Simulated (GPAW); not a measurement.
# CsPbBr3 (Pm-3m): G0W0 with GPAW, start to end

Aim: the G0W0 gap of CsPbBr3 (Pm-3m) on LDA, step by step.

Program: GPAW 26.7.0. Level of theory: LDA and many-body steps on it, plane waves. Values are calculated unless marked as measured.

**What was measured.**

- Gap 2.39 eV: optical gap from intersection of absorption and PL spectra; UV-Vis absorption and photoluminescence; film (two-step solution-deposited film annealed at 350 C) (“Tunable Open Circuit Voltage by Engineering Inorganic Cesium Lead Bromide/Iodide Perovskite Solar Cells”, 2018, pmc:5802841).

The raw output is cut from this account; settings, times and results stay.

### Step 1. The starting structure

Symmetry: Pm-3m, No. 221, cubic system. Conventional cell: a = 5.949 Å, b = 5.949 Å, c = 5.949 Å, α = 90.00°, β = 90.00°, γ = 90.00°. Nearest to Cs lie 12 Br at 4.21 Å. Nearest to Pb lie 6 Br at 2.97 Å. Br has 2 Pb at 2.97 Å and 4 Cs at 4.21 Å nearest. Farther neighbours, and contacts between anions beyond the nearest, are not listed.

Coordinates:

```
Cs Pb Br
1.0
     5.94863    0.00000    0.00000
     0.00000    5.94863    0.00000
     0.00000    0.00000    5.94863
Cs Pb Br
1 1 3
Direct
  0.00000 0.00000 0.00000
  0.50000 0.50000 0.50000
  0.50000 0.50000 0.00000
  0.50000 0.00000 0.50000
  0.00000 0.50000 0.50000
```

The cell and positions are those that the Materials Project relaxed with its own functionals (PBE, PBE+U or r2SCAN), kept fixed.

### Step 2. Ground state

This step: GPAW 26.7.0; DFT, LDA, plane waves, PAW.

The ground-state density comes first.

File run.py:

```python
import json
import numpy as np
from gpaw.mpi import world
from ase import Atoms
from gpaw import GPAW, PW, FermiDirac

atoms = Atoms(['Cs', 'Pb', 'Br', 'Br', 'Br'],
    cell=[[5.9486308200, 0.0000000000, 0.0000000000],
      [0.0000000000, 5.9486308200, 0.0000000000],
      [0.0000000000, 0.0000000000, 5.9486308200]],
    scaled_positions=[[0.0000000000, 0.0000000000, 0.0000000000],
      [0.5000000000, 0.5000000000, 0.5000000000],
      [0.5000000000, 0.5000000000, 0.0000000000],
      [0.5000000000, 0.0000000000, 0.5000000000],
      [0.0000000000, 0.5000000000, 0.5000000000]],
    pbc=(True, True, True))
calc = GPAW(mode=PW(450),
    xc='LDA',
    kpts={'size': (4, 4, 4), 'gamma': True},
    occupations=FermiDirac(0.001),
    nbands=-8,
    convergence={'density': 1e-6, 'bands': -3},
    maxiter=100,
    txt='gs.txt')
atoms.calc = calc
res = {'energy': atoms.get_potential_energy()}
kpts = calc.get_ibz_k_points()
res['kpts'] = kpts
res['eigenvalues'] = [calc.get_eigenvalues(kpt=k) for k in range(len(kpts))]
res['n_electrons'] = calc.get_number_of_electrons()
calc.write('gs.gpw')

if world.rank == 0:
    with open('result.json', 'w') as f:
        json.dump(res, f, default=lambda x: x.tolist())
```

Run with:

```console
> mpirun -n 4 gpaw python run.py
```

The job ended after 9.4 s (4 MPI ranks of Intel Xeon Platinum 8559C (Emerald Rapids), shared host; peak memory 0.74 GiB).

This step gave:

```
total energy               : -17.88 eV
gap                        : 1.482 eV
k of the valence top       : 0.5, 0.5, 0.5
k of the conduction bottom : 0.5, 0.5, 0.5
least direct gap           : 1.482 eV
```

The gap is direct, at (0.500, 0.500, 0.500).

### Step 3. Empty states on the mesh, 4×4×4 mesh, 352 bands

The sums over transitions need many empty states on a uniform mesh; this step solves for them.

File run.py:

```python
import json
import numpy as np
from gpaw.mpi import world
from gpaw import GPAW

calc = GPAW('gs.gpw').fixed_density(kpts={'size': (4, 4, 4), 'gamma': True},
    parallel={'domain': 1, 'band': 1},
    txt='nscf.txt')
calc.diagonalize_full_hamiltonian(nbands=352)
calc.write('full.gpw', mode='all')
res = {}
kpts = calc.get_ibz_k_points()
res['kpts'] = kpts
res['eigenvalues'] = [calc.get_eigenvalues(kpt=k) for k in range(len(kpts))]
res['n_electrons'] = calc.get_number_of_electrons()

if world.rank == 0:
    with open('result.json', 'w') as f:
        json.dump(res, f, default=lambda x: x.tolist())
```

Run with:

```console
> mpirun -n 4 gpaw python run.py
```

The job ended after 2.7 min (4 MPI ranks; peak memory 7.3 GiB; 11 min of CPU time).

Numbers from this step:

```
gap                                                           : 1.482 eV
k of the valence top                                          : 0.5, 0.5, 0.5
k of the conduction bottom                                    : 0.5, 0.5, 0.5
least direct gap                                              : 1.482 eV
k points computed                                             : 10
lowest point of the top converged band, above the valence top : 72.7575 eV
```

On this mesh the gap is 1.482 eV.

### Step 4. Screening and self-energy, 4×4×4 mesh, 342 bands, screening to 80 eV

Now the one-shot GW correction: screening in the RPA, then the self-energy of the levels asked for.

This step: G0W0 on LDA, plane waves, PAW.

File run.py:

```python
import json
import numpy as np
from gpaw.mpi import world
from gpaw.response.g0w0 import G0W0

gw = G0W0('full.gpw',
    filename='gw',
    kpts=[0, 9],
    bands=(20, 24),
    ecut=80,
    nbands=342,
    integrate_gamma='WS',
    ppa=True)
gw.calculate()
res = {mode: {k: v for k, v in r.items() if k != 'sigma_eskwn'}
       for mode, r in gw.all_results.items()}

if world.rank == 0:
    with open('result.json', 'w') as f:
        json.dump(res, f, default=lambda x: x.tolist())
```

Run with:

```console
> mpirun -n 4 gpaw python run.py
```

The job ended after 5.4 min (4 MPI ranks; peak memory 2.3 GiB).

Read from the output:

```yaml
g0w0_gap_on_the_mesh: 2.369 eV
least_direct_g0w0_gap_on_the_computed_points: 2.369 eV
z_at_the_valence_top: 0.8037
z_at_the_conduction_bottom: 0.8207
starting_gap_on_the_mesh: 1.482 eV
k_of_the_valence_top: 0.5, 0.5, 0.5
k_of_the_conduction_bottom: 0.5, 0.5, 0.5
```

The gap on the mesh goes from 1.48 eV to 2.37 eV, a correction of +0.89 eV.

Limits: finite bands, cutoff and mesh; no spin-orbit coupling. v1 is the top filled band, c1 the lowest empty one. Levels before and after the correction, in eV, zero at the valence-band top of each column:

```csv
,conduction bottom,valence top
Kohn-Sham,1.48,0.00
G0W0,2.37,0.00
```

```csv
,level,energy (eV)
Kohn-Sham,(0.5 0.5 0.5) v2,-1.398
Kohn-Sham,(0.5 0.5 0.5) v1,0.000
Kohn-Sham,(0.5 0.5 0.5) c1-c2,1.482
G0W0,(0.5 0.5 0.5) v2,-2.143
G0W0,(0.5 0.5 0.5) v1,0.000
G0W0,(0.5 0.5 0.5) c1-c2,2.369
```

### Step 5. Where the time went

Times are wall times on 4 MPI ranks of Intel Xeon Platinum 8559C (Emerald Rapids), shared host, good to a factor of about two.

```csv
step,time,share,memory (GiB)
ground state,9.4 s,2 %,0.74
empty states on the mesh,2.7 min,32 %,7.3
screening and self-energy,5.4 min,66 %,2.3
```

### Step 6. What came out

```yaml
lda_gap: 1.48 eV, direct
g0w0_gap_on_the_mesh: 2.37 eV
gw_settings: 4×4×4 mesh, 342 bands, screening to 80 eV, Godby-Needs plasmon pole
known_limits: short of the basis limit; no spin-orbit coupling
```

G0W0 moves the gap on the mesh from 1.48 eV to 2.37 eV (+0.89 eV), with Z of 0.80 and 0.82 at the edges. The dearest step here is «screening and self-energy». Against experiment, by G0W0@LDA: the direct gap of 2.37 eV lies −0.02 eV from the measured 2.39 eV (exciton, 2018). An exciton line or allowed optical edge lies below the quasiparticle gap by the binding energy; a forbidden edge can push the onset above it. The calculation has static nuclei and no excitons; a measured gap holds zero-point and thermal motion, which in such lone-pair compounds can raise it as well as lower it. With atoms this heavy the missing spin-orbit coupling may be the largest error. Bands and cutoff are finite, so the gap stands short of the basis limit, usually by up to a few tenths of an eV; the mesh is an error of its own. Where an edge is built on 6p states of lead, bismuth or thallium, scalar-relativistic gaps usually stand too wide, by a few tenths to over one eV. This is the ideal cubic cell; many perovskites, halides above all, are cubic only on average, and local tilts or off-centring can widen the gap.

[Long decimals in the printed logs are rounded to 6 places.]

[Logs are printed without paths, hosts, clocks, repeated set-up lines and the standing remarks that a program may print on its own settings, such as how far it seeks lower states.]

[Paths, hosts, dates, memory and timing lines, banners, echoed tables and standing remarks are left out of the program output; an Ansatz launch command may be rebuilt from the run's recorded settings. Measured values are a selection of at most five: reports struck by readers or far from the other reports are left out. None is set beside runs whose start may be inverted or whose files or cutoffs have a known fault.]

[Runs of the session that timed out or met a known fault of the program may be left out.]

[Hosts, paths, dates, database ids (printed as entryN), source tags and the programs' standing remarks are cut or masked in the printed files.]

[Where the starting crystal was built by hand or by swapping elements, it need not be the compound's stable phase.]
